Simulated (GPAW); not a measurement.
Consider Fe3Ge (Pm-3m).

```cif
data_structure
_symmetry_space_group_name_H-M 'P 1'
_symmetry_Int_Tables_number 1
_cell_length_a 3.6605
_cell_length_b 3.6605
_cell_length_c 3.6605
_cell_angle_alpha 90.000
_cell_angle_beta 90.000
_cell_angle_gamma 90.000
_cell_volume 49.05
loop_
_atom_site_label
_atom_site_type_symbol
_atom_site_fract_x
_atom_site_fract_y
_atom_site_fract_z
_atom_site_occupancy
Ge1 Ge 0.00000 0.00000 0.00000 1
Fe2 Fe 0.50000 0.00000 0.50000 1
Fe3 Fe 0.50000 0.50000 0.00000 1
Fe4 Fe 0.00000 0.50000 0.50000 1
```

Absorber: atom 1, with 12 Fe at 2.59 Å (cuboctahedral, site symmetry m-3m). Method: GPAW, LDA, excited-electron core hole (neutral cell), 16-atom cell with 6.3 Å between holes, 4×4×4 k points, dipole transitions, Gaussian full width 1.96 eV up to 4 eV, rising linearly to 3.5 eV at 25 eV.

**Question.** Where do the maxima of the Ge K edge fall?

Main maxima up to 30 eV above the zero (height): 2.0 eV (1.17), 7.8 eV (1.72) and 19.6 eV (0.79). A K edge sees empty p states on the absorber. 

The Ge K spectrum (energy from the lowest empty level; intensity scaled to a mean of 1 over the first 20 eV):

```
E (eV)  intensity
  -2.0       0.01
  -1.5       0.04
  -1.0       0.12
  -0.5       0.29
   0.0       0.52
   0.5       0.75
   1.0       0.95
   1.5       1.10
   2.0       1.17
   2.5       1.12
   3.0       0.99
   3.5       0.84
   4.0       0.74
   4.5       0.72
   5.0       0.79
   5.5       0.94
   6.0       1.16
   6.5       1.40
   7.0       1.59
   7.5       1.70
   8.0       1.71
   8.5       1.65
   9.0       1.53
   9.5       1.39
  10.0       1.28
  10.5       1.21
  11.0       1.17
  11.5       1.15
  12.0       1.10
  12.5       1.01
  13.0       0.90
  13.5       0.79
  14.0       0.71
  14.5       0.67
  15.0       0.65
  15.5       0.65
  16.0       0.65
  16.5       0.65
  17.0       0.66
  17.5       0.68
  18.0       0.71
  18.5       0.74
  19.0       0.77
  19.5       0.79
  20.0       0.78
  20.5       0.77
  21.0       0.75
  21.5       0.74
  22.0       0.74
  22.5       0.75
  23.0       0.75
  23.5       0.73
  24.0       0.70
  24.5       0.66
  25.0       0.61
  25.5       0.58
  26.0       0.57
  26.5       0.57
  27.0       0.58
  27.5       0.60
  28.0       0.63
  28.5       0.65
  29.0       0.66
  29.5       0.67
  30.0       0.67
  30.5       0.68
```

The hole lies in one spin channel, while the script sums the empty states of both and takes the lower zero; where the two channels are split, this blurs and shifts the curve. The script folds with a Gaussian, whereas the core hole's own line is a Lorentzian, so the onset is too steep and the first peak too high. The spins start ferromagnetically in a simple order, which needn't be the measured one; gap and edge can depend on it. The holes are only 6.3 Å apart, so the shape is probably not converged with cell size; no larger cell was run here. The structure is a computed Materials Project entry and may be a hypothetical form.

[Banner, clock and machine lines of the logs are left out without a mark of their own.]

[Logs are printed without paths, hosts, clocks, repeated set-up lines and the standing remarks that a program may print on its own settings, such as how far it seeks lower states.]

[Hosts, paths, dates, database ids (printed as entryN), source tags and the programs' standing remarks are cut or masked in the printed files.]

[Lists of maxima count a maximum above −3 eV only where it reaches 4 % of the highest in the window and stands out from its surroundings by 2 % of it (1.5 % where it reaches 55 %); shoulders and weaker maxima are passed over, and of the rest the first, up to two pre-edge ones and the few strongest are named.]
